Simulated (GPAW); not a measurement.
# Si K-edge XANES of ZrCuSiP (P4/nmm), part 3 of 3

What does one-electron theory with a core hole give for the Si K edge of ZrCuSiP (P4/nmm)?

GPAW 26.7.0; X-ray absorption from dipole matrix elements to empty bands, plane-wave PAW LDA.

So far. Step 5 (Spectrum with XCH, Si atom 7): Main maxima below 24 eV (height): 0.3 eV (0.63), 2.0 eV (1.02), 5.2 eV (1.83), 7.6 eV (1.62) and 18.1 eV (0.92).  Step 5 (Spectrum with XCH, Si atom 7): The total-energy difference is 1842.96 eV. One term is added: -14.86 eV, since the hole is spin-paired here and a spin-polarised one costs that much less in the free atom (computed apart). The photon energy is then 1828.10 eV. The tabulated edge of the element is 1839 eV.

## Step 7: Spectrum with XCH, Si atom 7

A smaller cell brings the holes closer; here they are 3.6 Å apart.

Changed against the first core-hole run: supercell atoms from 16 to 8; the field's mesh follows (4×4×4 to 6×6×2).

Input file xas.py:

```python
import numpy as np
from ase import Atoms
from ase.parallel import parprint, paropen
from gpaw import GPAW, PW, FermiDirac, Mixer, MixerDif, setup_paths
from gpaw.test import gen
setup_paths.insert(0, '.')
gen('Si', name='fch1s', xcname='LDA', corehole=(1, 0, 1), write_xml=True)
from gpaw.mpi import world
world.barrier()

atoms = Atoms('Zr2Cu2P2Si2',
    cell=[[3.593484, 0, 0],
     [0, 3.593484, 0],
     [0, 0, 9.526377]],
    scaled_positions=[[0.5, 0, 0.228617],
     [0, 0.5, 0.771383],
     [0, 0, 0.5],
     [0.5, 0.5, 0.5],
     [0.5, 0, 0.671813],
     [0, 0.5, 0.328187],
     [0, 0, 0],
     [0.5, 0.5, 0]],
    pbc=True)
atoms.calc = calc = GPAW(legacy_gpaw=True, mode=PW(430, force_complex_dtype=True), xc='LDA', setups={6: 'fch1s'},
    kpts={'size': (6, 6, 2), 'gamma': True}, occupations=FermiDirac(0.1),
    charge=-1, mixer=Mixer(0.1, 5, 50), maxiter=150,
    convergence={'density': 0.0001, 'eigenstates': 1e-6}, txt='scf.txt')
energy = atoms.get_potential_energy() + calc.get_reference_energy()
ef = calc.get_fermi_level()
out = dict(energy=energy, fermi=ef, forces=atoms.get_forces().tolist())
parprint(f'all-electron energy {energy:.4f} eV, Fermi level {ef:.4f} eV')
ev = np.array([[calc.get_eigenvalues(k, s) for k in range(len(calc.get_ibz_k_points()))] for s in range(calc.get_number_of_spins())])
out['homo'], out['lumo'], out['counts'] = ev[ev < ef].max(), ev[ev > ef].min(), sorted(set((ev < ef).sum((0, 2)).tolist()))
out['filled'] = (ev[:, 0] < ef).sum(1).tolist()

from ase.units import Ha
from gpaw.xas import dipole_matrix_elements
nb = int(calc.get_number_of_electrons() / 2) + 86
top, nb = nb, nb + 8 + nb // 12
nscf = calc.fixed_density(kpts={'size': (7, 7, 3), 'gamma': True}, nbands=nb,
    convergence={'bands': top, 'eigenstates': 5e-3}, maxiter=60, txt='nscf.txt')
cell = atoms.cell.array
ops = [cell.T @ U.T @ np.linalg.inv(cell.T) for U in nscf.wfs.kd.symmetry.op_scc]
E = np.arange(-6, 34, 0.1)
fwhm = np.interp(E, [4, 25], [0.9, 3.5])
Y, X, zero, highest = 0, 0, 1e9, 1e9
for spin in range(nscf.get_number_of_spins()):
    wfs = nscf.wfs
    mine = wfs.bd.get_slice()  # this rank's bands
    A = dipole_matrix_elements(wfs.setups[6])
    eps = np.zeros((wfs.kd.nibzkpts, nb))
    d = np.zeros((3, A.shape[1], wfs.kd.nibzkpts, nb), complex)
    for kpt in wfs.kpt_u:
        if kpt.s == spin and 6 in kpt.P_ani:
            eps[kpt.k, mine] = kpt.eps_n * Ha
            d[:, :, kpt.k, mine] = (kpt.weight * wfs.nspins / 2) ** 0.5 * np.inner(A, kpt.P_ani[6])
    world.sum(eps)
    world.sum(d)
    T = np.einsum('amkn,bmkn->abkn', d, d.conj()).real
    T = sum(np.einsum('ai,ijkn,bj->abkn', R, T, R) for R in ops) / len(ops)
    empty = eps > ef
    zero, highest = min(zero, eps[empty].min()), min(highest, eps[:, top - 1].min())
    lines = [(eps, T, empty)] if spin == 0 else lines + [(eps, T, empty)]
for eps, T, empty in lines:
    f = np.einsum('aakn->akn', T).reshape(3, -1)
    x = eps.ravel() - zero
    w = np.interp(x, E, fwhm) / 2.35482
    g = np.exp(-0.5 * ((E[:, None] - x) / w) ** 2) / (w * (2 * np.pi) ** 0.5)
    Y = Y + (f * empty.ravel()) @ g.T
    X = X + (f * ~empty.ravel()) @ g.T
out.update(E=E.round(2).tolist(), xas=Y.tolist(), xes=X.tolist(), zero=zero, valid=highest - zero, nk=len(eps), nb=nb)
for i in range(0, len(E), 10):
    parprint(f'{E[i]:7.2f}', *(f'{v:10.3e}' for v in Y[:, i]))
import json
with paropen('out.json', 'w') as f:
    json.dump(out, f)
```

On the command line:

```bash
> OMP_NUM_THREADS=1 mpirun -n 4 gpaw python xas.py
```

Numbers of over 12 decimals in the logs are rounded to 6 here.

The log of the run:

```text
Input parameters:
  charge: -1
  convergence: {density: 0.0001,
                eigenstates: 1e-06}
  kpts: {gamma: True,
         size: (6, 6, 2)}
  maxiter: 150
  mixer: {backend: pulay,
          beta: 0.1,
          method: separate,
          nmaxold: 5,
          weight: 50}
  mode: {ecut: 430.0,
         force_complex_dtype: True,
         name: pw}
  occupations: {fixmagmom: False,
[...]
*p    :     0.468798
*d    :     0.000000
--------------------------------

Diagonalizing with gridspacing h=0.050

state   all-electron     PAW
-------------------------------
3s:      -0.832237    -0.832487
3p:      -0.531202    -0.531501
*d:                   -0.147046
*f:                   -0.019078
-------------------------------
all-electron energy -317950.6791 eV, Fermi level 9.8310 eV
[...]
32.00  3.949e-06  3.949e-06  5.041e-06
  33.00  3.890e-06  3.890e-06  4.589e-06
[key lines of the parts left out:]
Converged after 21 iterations.
Dipole moment: (-0.000000, -0.000000, -0.000000) |e|*Ang
Free energy:    -66.348321
Fermi level: 9.83103
```

Run time: 27 s. Hardware: 4 MPI ranks of Intel Xeon Platinum 8559C (Emerald Rapids), shared host; peak memory 0.31 GiB; 1.8 min of CPU time.

These settings depart from the first run's and aren't meant as converged.

Against the first run the r.m.s. difference is 10 %. The highest intensity below 16 eV goes from 5.2 eV (1.83) to 5.1 eV (1.73).

```csv
E (eV),first run,this run
-2.0,0.00,0.00
-0.5,0.14,0.03
1.0,0.49,0.61
2.5,0.96,0.98
4.0,1.53,1.47
5.5,1.73,1.68
7.0,1.48,1.59
8.5,1.20,1.12
10.0,0.77,0.77
11.5,0.71,0.59
13.0,0.77,0.79
14.5,0.76,0.81
16.0,0.81,0.78
17.5,0.90,0.90
19.0,0.89,0.89
20.5,0.83,0.86
22.0,0.76,0.74
23.5,0.65,0.62
25.0,0.55,0.54
26.5,0.53,0.51
28.0,0.56,0.58
29.5,0.67,0.72
31.0,0.77,0.79
```

## Step 8: With and without the hole

Both curves are counted from their own zero, so only the shift of weight within the empty states shows.

| E (eV) | no hole | XCH |
| --- | --- | --- |
| -2.0 | 0.00 | 0.00 |
| -1.0 | 0.00 | 0.01 |
| 0.0 | 0.34 | 0.54 |
| 1.0 | 0.36 | 0.49 |
| 2.0 | 0.79 | 1.02 |
| 3.0 | 0.67 | 0.98 |
| 4.0 | 1.03 | 1.53 |
| 5.0 | 1.17 | 1.80 |
| 6.0 | 1.33 | 1.46 |
| 7.0 | 1.29 | 1.48 |
| 8.0 | 1.44 | 1.52 |
| 9.0 | 1.41 | 0.92 |
| 10.0 | 1.32 | 0.77 |
| 11.0 | 1.19 | 0.69 |
| 12.0 | 0.98 | 0.74 |
| 13.0 | 0.83 | 0.77 |
| 14.0 | 0.81 | 0.76 |
| 15.0 | 0.90 | 0.77 |
| 16.0 | 0.90 | 0.81 |
| 17.0 | 0.86 | 0.87 |
| 18.0 | 0.93 | 0.92 |
| 19.0 | 1.01 | 0.89 |
| 20.0 | 1.01 | 0.85 |
| 21.0 | 0.99 | 0.81 |
| 22.0 | 0.97 | 0.76 |
| 23.0 | 0.91 | 0.69 |
| 24.0 | 0.81 | 0.61 |
| 25.0 | 0.71 | 0.55 |
| 26.0 | 0.65 | 0.53 |
| 27.0 | 0.62 | 0.53 |
| 28.0 | 0.60 | 0.56 |
| 29.0 | 0.63 | 0.63 |
| 30.0 | 0.69 | 0.71 |
| 31.0 | 0.77 | 0.77 |

With each curve scaled to its own mean, the area from −2 to 6 eV with the hole is 7.1 against 5.0, and the centre of weight from −1 to 20 eV moves by -0.9 eV: the hole pulls the absorber's empty states down.

## Step 9: Outcome

```json
{
 "absorber and edge": "Si K, atom 7 of the ground-state input (counted from 1)",
 "surroundings": "4 Si at 2.54 Å and 4 Zr at 2.82 Å (8-fold, site symmetry -4m2)",
 "highest intensity below 16 eV": "5.2 eV above the zero, height 1.83",
 "photon energy of the zero, with the added terms": "1828.1 eV (raw 1843.0 eV; LDA puts this hole about 8 eV below PBE, itself good to a few eV)"
}
```

What this shows: The Si K edge of atom 7, with 4 Si at 2.54 Å and 4 Zr at 2.82 Å (8-fold, site symmetry -4m2), has its highest intensity of the first 16 eV at 5.2 eV above the zero, near 1833 eV in photon energy (LDA puts this hole about 8 eV below PBE, itself good to a few eV), 1.8 times the mean level of the first 20 eV (Gaussian full width 0.9 eV up to 4 eV, rising linearly to 3.5 eV at 25 eV). With each curve scaled to its own mean, the area from −2 to 6 eV with the hole is 7.1 against 5.0, and the centre of weight from −1 to 20 eV moves by -0.9 eV: the hole pulls the absorber's empty states down. A cell with holes 3.6 Å apart changes the curve by 10 % r.m.s. (10 % after the best shift). At the Si K edge of atom 7 polarisation matters most near 7.6 eV, where the curves differ by 1.3 on this scale. The holes are only 5.1 Å apart, so the shape is probably not converged with cell size; no larger cell was run here. The mesh is coarse (0.26 Å⁻¹ between points), so small maxima may be mesh ripples. The structure is a computed Materials Project entry and may be a hypothetical form.

[Banner, clock and machine lines of the logs are left out without a mark of their own.]

[Logs are printed without paths, hosts, clocks, repeated set-up lines and the standing remarks that a program may print on its own settings, such as how far it seeks lower states.]

[Hosts, paths, dates, database ids (printed as entryN), source tags and the programs' standing remarks are cut or masked in the printed files.]

[Lists of maxima count a maximum above −3 eV only where it reaches 4 % of the highest in the window and stands out from its surroundings by 2 % of it (1.5 % where it reaches 55 %); shoulders and weaker maxima are passed over, and of the rest the first, up to two pre-edge ones and the few strongest are named.]
